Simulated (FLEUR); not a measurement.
# Magnetic state of Cobalt from several starts

A self-consistent run ends on one state, which hangs on the start. Several orders of Cobalt are started in FLEUR and their energies compared.

Main program and level: FLEUR MaX-R8.1; PBE; all-electron FLAPW, Dirac cores, scalar-relativistic bands.

## Step 1: Set-up

Symmetry: P6_3/mmc, No. 194, hexagonal system. The conventional cell has a = 2.507 Å, b = 2.507 Å, c = 4.070 Å, α = 90.00°, β = 90.00°, γ = 120.00°. Co has 12 Co at 2.50 to 2.51 Å nearest.

## Step 2: Order 1, typed as ferro ++

The parallel start comes first: it shows whether parallel moments hold.

inpgen writes inp.xml from crystal.txt; cutoffs, mixing, functional, smearing and local orbitals are then set in the file. The k list default-1 (kpts.xml, not shown) is a Γ-centred 14×14×8 mesh; where the ranks do not divide the number of points, some are split in two of half the weight.

File inp.xml:

```
<?xml version="1.0" encoding="UTF-8" standalone="no"?>
<fleurInput fleurInputVersion="0.39">
   <comment>
      Co
   </comment>
   <calculationSetup>
      <cutoffs Kmax="3.6" Gmax="10.8" GmaxXC="10.8" numbands="0"/>
      <scfLoop itmax="90" minDistance="0.00002" maxIterBroyd="15" imix="Anderson" alpha="0.05" precondParam="0.0" spinf="2.0" sdNocoIR="T"/>
      <coreElectrons ctail="T" frcor="F" kcrel="0" coretail_lmax="0"/>
      <xcFunctional name="pbe" relativisticCorrections="F"/>
      <magnetism jspins="2"/>
      <soc l_soc="F" theta="0.0" phi="0.0" spav="F"/>
      <expertModes spex="0" secvar="F"/>
      <geometryOptimization l_f="F" forcealpha="1.0" forcemix="BFGS" epsdisp="0.00001" epsforce="0.00001"/>
      <ldaU l_linMix="F" mixParam="0.05" spinf="1.0"/>
   </calculationSetup>
   <cell>
      <bzIntegration valenceElectrons="34.0" mode="hist" fermiSmearingEnergy="0.00183747">
         <kPointListSelection listName="default-1"/>
         <xi:include xmlns:xi="http://www.w3.org/2001/XInclude" href="kpts.xml"> </xi:include>
      </bzIntegration>
      <xi:include xmlns:xi="http://www.w3.org/2001/XInclude" href="sym.xml"> </xi:include>
      <bulkLattice scale="1.0">
         <bravaisMatrix>
            <row-1>    4.7382992847653478     0.0000000000188973     0.0000000000000000</row-1>
            <row-2>   -2.3691496423921228     4.1034875513345304     0.0000000000000000</row-2>
            <row-3>    0.0000000000000000     0.0000000000000000     7.6909963545095392</row-3>
         </bravaisMatrix>
      </bulkLattice>
   </cell>
   <atomSpecies>
      <species name="Cobalt (Co2.000" element="Co" atomicNumber="27">
         <mtSphere radius="2.3" gridPoints="761" logIncrement="0.016"/>
         <atomicCutoffs lmax="8" lnonsphr="6"/>
         <electronConfig flipSpins="F">
            <coreConfig>(1s1/2) (2s1/2) (2p1/2) (2p3/2)</coreConfig>
            <valenceConfig>(3s1/2) (3p1/2) (3p3/2) (4s1/2) (3d3/2) (3d5/2)</valenceConfig>
            <stateOccupation state="(3d3/2)" spinUp="1.5" spinDown="1.3"/>
            <stateOccupation state="(3d5/2)" spinUp="3.0" spinDown="1.2"/>
         </electronConfig>
         <energyParameters s="4" p="4" d="3" f="4"/>
         <lo type="SCLO" l="0" n="3" eDeriv="0"/>
         <lo type="SCLO" l="1" n="3" eDeriv="0"/>
      </species>
   </atomSpecies>
   <atomGroups>
      <atomGroup species="Cobalt (Co2.000">
         <relPos label="                   1">1.000/3.000 -1.000/3.000 1.000/4.000</relPos>
         <relPos label="                   2">-1.000/3.000 1.000/3.000 -1.000/4.000</relPos>
         <force calculate="T" relaxXYZ="TTT"/>
      </atomGroup>
   </atomGroups>
   <output dos="F" band="F" slice="F">
      <bandDOS minEnergy="-.5*Htr" maxEnergy="0.5*Htr" sigma="0.015" storeEVData="T"/>
      <plotting iplot="0" polar="F">
         <plot TwoD="T" vec1="  1.0  0.0  0.0" vec2="  0.0  1.0  0.0" vec3="  0.0  0.0  1.0" zero="  0.0  0.0  0.0" file="plot"/>
      </plotting>
      <moessbauerParams electricFieldGradient="F" isomerShift="F" coreHyperfine="F" valenceHyperfine="F"/>
   </output>
</fleurInput>
```

File crystal.txt:

```
Co
&input film=F cartesian=F /
2.50739999997  0.00000000001  0.00000000000
-1.25369999999  2.17147209742  0.00000000000
0.00000000000  0.00000000000  4.06990000000
1.8897261246
1.0 1.0 1.0

2
27 0.33333333333  0.66666666667  0.25000000000 : 2.000
27 0.66666666667  0.33333333333  0.75000000000 : 2.000

&kpt div1=14 div2=14 div3=8 gamma=T /
```

Started as:

```sh
$ OMP_NUM_THREADS=1 inpgen -f crystal.txt > inpgen.log  # inp.xml is then edited as shown
$ OMP_NUM_THREADS=1 mpirun -n 4 fleur_MPI > fleur.log
```

The program printed:

```text
Welcome to FLEUR        (www.flapw.de)
      MaX-Release 8.1          (www.max-centre.eu)

 ========== k-point set info ==========
 Selected k-point list: default-1
 k-point list type: mesh
 14 x 14 x 8
 Number of k points: 120

 ------------Calculation Setup---------------------------
 Number of MPI-tasks      :            4
 Number of PE/node        :            4
 Number of OMP-threads    :            1
 k-points in parallel     :            4
 pe's per k-point         :            1
 No of k-point loops      :           30
 Eigenvalue solver        :       lapack
 Number of basis functions:          138
 Approximate size of matrices (H+S) per k-point:         0.000 GB
 --------------------------------------------------------
 Iteration:     1   Distance:       8.43800365 me/bohr^3
 Iteration:     2   Distance:       6.95844631 me/bohr^3
 Iteration:     3   Distance:       3.41903477 me/bohr^3
 Iteration:     4   Distance:       1.15678561 me/bohr^3
 Iteration:     5   Distance:       0.63675332 me/bohr^3
 Iteration:     6   Distance:       0.22216069 me/bohr^3
 Iteration:     7   Distance:       0.15615911 me/bohr^3
 Iteration:     8   Distance:       0.02970204 me/bohr^3
 Iteration:     9   Distance:       0.03003960 me/bohr^3
 Iteration:    10   Distance:       0.00889680 me/bohr^3
 Iteration:    11   Distance:       0.00683795 me/bohr^3
 Iteration:    12   Distance:       0.00247175 me/bohr^3
 Iteration:    13   Distance:       0.00117909 me/bohr^3
 Iteration:    14   Distance:       0.00146007 me/bohr^3
 Iteration:    15   Distance:       0.00040817 me/bohr^3
 Iteration:    16   Distance:       0.00039603 me/bohr^3
 Iteration:    17   Distance:       0.00023768 me/bohr^3
 Iteration:    18   Distance:       0.00004041 me/bohr^3
 Iteration:    19   Distance:       0.00000986 me/bohr^3

 ********************************************************************
 Run finished successfully
 Stop message:
   all done
 ********************************************************************

--- out.xml (last complete iteration) ---
<iteration numberForCurrentRun="   19" overallNumber="   19">
         <energyParameters units="Htr">
            <atomicEP atomType="1" spin="1" branch="4s" branchLowest="-3.18" branchHighest="1.75" value="0.2017783128"/>
            <atomicEP atomType="1" spin="1" branch="4p" branchLowest="-1.82" branchHighest="2.33" value="0.3397763017"/>
            <atomicEP atomType="1" spin="1" branch="3d" branchLowest="-9.99" branchHighest="0.37" value="0.2576969305"/>
            <atomicEP atomType="1" spin="1" branch="4f" branchLowest="-9.99" branchHighest="3.56" value="0.6576866870"/>
            <loAtomicEP atomType="1" spin="1" branch="3s" branchLowest="-32.43" branchHighest="-3.18" value="-3.1830011513"/>
            <loAtomicEP atomType="1" spin="1" branch="3p" branchLowest="-27.68" branchHighest="-1.82" value="-1.8332410584"/>
            <atomicEP atomType="1" spin="2" branch="4s" branchLowest="-3.10" branchHighest="1.79" value="0.1876508639"/>
            <atomicEP atomType="1" spin="2" branch="4p" branchLowest="-1.74" branchHighest="2.38" value="0.3199827743"/>
            <atomicEP atomType="1" spin="2" branch="3d" branchLowest="-9.99" branchHighest="0.44" value="0.3093952752"/>
            <atomicEP atomType="1" spin="2" branch="4f" branchLowest="-9.99" branchHighest="3.60" value="0.6338927641"/>
            <loAtomicEP atomType="1" spin="2" branch="3s" branchLowest="-32.40" branchHighest="-3.10" value="-3.1071399667"/>
            <loAtomicEP atomType="1" spin="2" branch="3p" branchLowest="-27.66" branchHighest="-1.74" value="-1.7594487335"/>
         </energyParameters>
         <bandgap value="0.0041203180" units="eV"/>
         <sumValenceSingleParticleEnergies value="-29.4886433213" units="Htr"/>
         <FermiEnergy value="0.3463062787" units="Htr"/>
         <valenceDensity>
            <mtCharges spin="1">
               <mtCharge atomType="1" total="8.8700113" s="1.2105097" p="3.1869732" d="4.4525264" f="0.0149403"/>
            </mtCharges>
            <mtCharges spin="2">
               <mtCharge atomType="1" total="7.1947021" s="1.2212740" p="3.2329878" d="2.7214224" f="0.0145810"/>
            </mtCharges>
            <spinDependentCharge spin="1" total="18.6112388" interstitial="0.8712163" mtSpheres="17.7400225"/>
            <spinDependentCharge spin="2" total="15.3887612" interstitial="0.9993570" mtSpheres="14.3894042"/>
            <totalCharge value="34.0000000000"/>
         </valenceDensity>
         <coreStates atomType="     1" atomicNumber=" 27" spin="1" kinEnergy="    624.7513539613" eigValSum="   -393.8638781182" lostElectrons=" 0.000000">
            <state n="1" l="0" j="0.5" energy="-278.3673081709" weight="1.0000000000"/>
            <state n="2" l="0" j="0.5" energy="-32.4327026449" weight="1.0000000000"/>
            <state n="2" l="1" j="0.5" energy="-28.0508623842" weight="1.0000000000"/>
            <state n="2" l="1" j="1.5" energy="-27.5065024591" weight="2.0000000000"/>
         </coreStates>
         <coreStates atomType="     1" atomicNumber=" 27" spin="2" kinEnergy="    625.1132318393" eigValSum="   -393.7468052571" lostElectrons=" 0.000000">
            <state n="1" l="0" j="0.5" energy="-278.3676446732" weight="1.0000000000"/>
            <state n="2" l="0" j="0.5" energy="-32.3966377369" weight="1.0000000000"/>
            <state n="2" l="1" j="0.5" energy="-28.0243103218" weight="1.0000000000"/>
            <state n="2" l="1" j="1.5" energy="-27.4791062626" weight="2.0000000000"/>
         </coreStates>
         <allElectronCharges>
            <spinDependentCharge spin="1" total="28.6112388" interstitial="0.8712163" mtSpheres="27.7400225"/>
            <spinDependentCharge spin="2" total="25.3887612" interstitial="0.9993570" mtSpheres="24.3894042"/>
            <totalCharge value="54.0000000002"/>
         </allElectronCharges>
         <magneticMomentsInMTSpheres units="muBohr">
            <globalMagMoment atomType="1" vec="0.00000   0.00000   1.67531"/>
            <localMagMoment atomType="1" vec="0.00000   0.00000   1.67531"/>
         </magneticMomentsInMTSpheres>
         <moessbauerParams unitsHFF="kG" unitsIS="e/bohr^3" unitsEFG="Htr/bohr^2">
         </moessbauerParams>
         <totalEnergy value="    -2786.9515826437" units="Htr">
            <sumOfEigenvalues value="    -1604.7100100719">
               <coreElectrons value="-1575.2213667506"/>
               <valenceElectrons value="-29.4886433213"/>
            </sumOfEigenvalues>
            <densityCoulombPotentialIntegral value="-4277.8525424488"/>
            <densityEffectivePotentialIntegral value="-4432.8909027779"/>
            <chargeDenXCDenIntegral value="-119.3915647748"/>
            <FockExchangeEnergyValence value="0.0000000000"/>
            <FockExchangeEnergyCore value="0.0000000000"/>
            <atomTypeDependentContributions atomType="1">
               <electronNucleiInteractionDifferentMTs value="3336.9164024496"/>
               <MadelungTerm value="-19.8982369009"/>
            </atomTypeDependentContributions>
            <tkbTimesEntropy value="0.0006347288"/>
            <freeEnergy value="-2786.9522173725"/>
            <extrapolationTo0K value="-2786.9519000081"/>
         </totalEnergy>
         <densityConvergence units="me/bohr^3">
            <chargeDensity spin="1" distance="0.0000053130"/>
            <chargeDensity spin="2" distance="0.0000051280"/>
            <overallChargeDensity distance="0.0000034337"/>
            <spinDensity distance="0.0000098620"/>
         </densityConvergence>
      </iteration>
```

Wall time 14 s (4 MPI ranks of Intel Xeon Platinum 8488C (Sapphire Rapids), shared host); peak memory 0.22 GiB; 55 s of CPU time.

Numbers from this step:

| Quantity | Value |
| --- | --- |
| free energy | -75836.8332 eV |
| program's band gap on this mesh (in a metal only a level spacing) | 0.004120 eV |
| magnetization | 3.223 μB |
| final state | ferromagnetic |
| largest moment | 1.675 μB |

After 19 cycles the largest moment stands at 1.68 μB.

## Step 3: Run 2 (antiferro +-)

Another pattern of signs weighs the neighbour shells otherwise.

inp.xml, as its differences from that of step 2:

```diff
@@ -44,2 +44,15 @@
       </species>
+      <species name="Cobalt (Co-2.000" element="Co" atomicNumber="27">
+         <mtSphere radius="2.3" gridPoints="761" logIncrement="0.016"/>
+         <atomicCutoffs lmax="8" lnonsphr="6"/>
+         <electronConfig flipSpins="F">
+            <coreConfig>(1s1/2) (2s1/2) (2p1/2) (2p3/2)</coreConfig>
+            <valenceConfig>(3s1/2) (3p1/2) (3p3/2) (4s1/2) (3d3/2) (3d5/2)</valenceConfig>
+            <stateOccupation state="(3d3/2)" spinUp="1.3" spinDown="1.5"/>
+            <stateOccupation state="(3d5/2)" spinUp="1.2" spinDown="3.0"/>
+         </electronConfig>
+         <energyParameters s="4" p="4" d="3" f="4"/>
+         <lo type="SCLO" l="0" n="3" eDeriv="0"/>
+         <lo type="SCLO" l="1" n="3" eDeriv="0"/>
+      </species>
    </atomSpecies>
@@ -48,2 +61,5 @@
          <relPos label="                   1">1.000/3.000 -1.000/3.000 1.000/4.000</relPos>
+         <force calculate="T" relaxXYZ="TTT"/>
+      </atomGroup>
+      <atomGroup species="Cobalt (Co-2.000">
          <relPos label="                   2">-1.000/3.000 1.000/3.000 -1.000/4.000</relPos>
```

crystal.txt, as its differences from that of step 2:

```diff
@@ -10,3 +10,3 @@
 27 0.33333333333  0.66666666667  0.25000000000 : 2.000
-27 0.66666666667  0.33333333333  0.75000000000 : 2.000
+27 0.66666666667  0.33333333333  0.75000000000 : -2.000
```

The program printed:

```text
[banner, memory and clock lines left out]
Welcome to FLEUR        (www.flapw.de)
      MaX-Release 8.1          (www.max-centre.eu)

 ========== k-point set info ==========
 Selected k-point list: default-1
 k-point list type: mesh
 14 x 14 x 8
 Number of k points: 120

 ------------Calculation Setup---------------------------
 Number of PE/node        :            4
 Number of OMP-threads    :            1
 k-points in parallel     :            4
 pe's per k-point         :            1
 No of k-point loops      :           30
 Eigenvalue solver        :       lapack
 Number of basis functions:          138
 Approximate size of matrices (H+S) per k-point:         0.001 GB
 Iteration:     1   Distance:      13.77273778 me/bohr^3
 Iteration:     2   Distance:      13.32657204 me/bohr^3
 Iteration:     3   Distance:      10.68545023 me/bohr^3
 Iteration:     4   Distance:       5.29920909 me/bohr^3
 Iteration:     5   Distance:       5.68884853 me/bohr^3
 Iteration:     6   Distance:       3.25849538 me/bohr^3
 Iteration:     7   Distance:       3.51147535 me/bohr^3
 Iteration:     8   Distance:       1.38475184 me/bohr^3
 Iteration:     9   Distance:       1.15446180 me/bohr^3
 Iteration:    10   Distance:       0.42786252 me/bohr^3
[... 13 iterations left out ...]
 Iteration:    24   Distance:       0.00333373 me/bohr^3
 Iteration:    25   Distance:       0.00102583 me/bohr^3
 Iteration:    26   Distance:       0.00121770 me/bohr^3
 Iteration:    27   Distance:       0.00043683 me/bohr^3
 Iteration:    28   Distance:       0.00038972 me/bohr^3
 Iteration:    29   Distance:       0.00004005 me/bohr^3
 Iteration:    30   Distance:       0.00004101 me/bohr^3
 Iteration:    31   Distance:       0.00003897 me/bohr^3
 Iteration:    32   Distance:       0.00002602 me/bohr^3
 Iteration:    33   Distance:       0.00001954 me/bohr^3

 ********************************************************************
 Run finished successfully
 Stop message:
   all done
 ********************************************************************

--- out.xml (last complete iteration) ---
<iteration numberForCurrentRun="   33" overallNumber="   33">
         [... left out ...]
         <bandgap value="0.0000010883" units="eV"/>
         <sumValenceSingleParticleEnergies value="-29.5089081858" units="Htr"/>
         <FermiEnergy value="0.3459784634" units="Htr"/>
         <valenceDensity>
            <mtCharges spin="1">
               <mtCharge atomType="1" total="8.5539496" s="1.2152187" p="3.2123929" d="4.1062295" f="0.0153925"/>
               <mtCharge atomType="2" total="7.5127483" s="1.2134292" p="3.2067015" d="3.0724390" f="0.0153213"/>
            </mtCharges>
            <mtCharges spin="2">
               <mtCharge atomType="1" total="7.5127470" s="1.2134292" p="3.2067015" d="3.0724377" f="0.0153213"/>
               <mtCharge atomType="2" total="8.5539485" s="1.2152187" p="3.2123929" d="4.1062284" f="0.0153925"/>
            </mtCharges>
            <spinDependentCharge spin="1" total="17.0000011" interstitial="0.9333033" mtSpheres="16.0666979"/>
            <spinDependentCharge spin="2" total="16.9999989" interstitial="0.9333033" mtSpheres="16.0666955"/>
            <totalCharge value="34.0000000000"/>
         </valenceDensity>
         [... left out ...]
         <magneticMomentsInMTSpheres units="muBohr">
            <globalMagMoment atomType="1" vec="0.00000   0.00000   1.04120"/>
            <localMagMoment atomType="1" vec="0.00000   0.00000   1.04120"/>
            <globalMagMoment atomType="2" vec="0.00000   0.00000  -1.04120"/>
            <localMagMoment atomType="2" vec="0.00000   0.00000  -1.04120"/>
         </magneticMomentsInMTSpheres>
         [... left out ...]
         <totalEnergy value="    -2786.9337071605" units="Htr">
            <sumOfEigenvalues value="    -1604.8140548961">
               <coreElectrons value="-1575.3051467103"/>
               <valenceElectrons value="-29.5089081858"/>
            </sumOfEigenvalues>
            <densityCoulombPotentialIntegral value="-4277.9217829725"/>
            <densityEffectivePotentialIntegral value="-4432.8939181684"/>
            <chargeDenXCDenIntegral value="-119.3423039645"/>
            <FockExchangeEnergyValence value="0.0000000000"/>
            <FockExchangeEnergyCore value="0.0000000000"/>
         [... left out ...]
            <tkbTimesEntropy value="0.0016224029"/>
            <freeEnergy value="-2786.9353295635"/>
            <extrapolationTo0K value="-2786.9345183620"/>
         </totalEnergy>
         <densityConvergence units="me/bohr^3">
            <chargeDensity spin="1" distance="0.0000107446"/>
            <chargeDensity spin="2" distance="0.0000094999"/>
            <overallChargeDensity distance="0.0000054490"/>
            <spinDensity distance="0.0000195371"/>
         </densityConvergence>
      </iteration>
```

The job ended after 28 s (4 MPI ranks; peak memory 0.26 GiB; 1.8 min of CPU time).

Read from the output:

* free energy: -75836.3737 eV
* program's band gap on this mesh (in a metal only a level spacing): 1.09e-6 eV
* magnetization: 0 μB
* final state: antiferromagnetic
* largest moment: 1.041 μB

It lies 230 meV a seeded atom over the first start, and its largest moment is 1.04 μB against 1.68 μB.

[end of part 1 of 3]

[Logs and program files are shortened in this print: banners, set-up blocks, solver, clock and traceback lines can be left out without a mark of their own.]

[Logs are printed without paths, hosts, clocks, repeated set-up lines and the standing remarks that a program may print on its own settings, such as how far it seeks lower states.]

[Hosts, paths, dates, database ids (printed as entryN), source tags and the programs' standing remarks are cut or masked in the printed files.]

[Where a cell is said to come from a database of computed structures, the database is the Materials Project.]
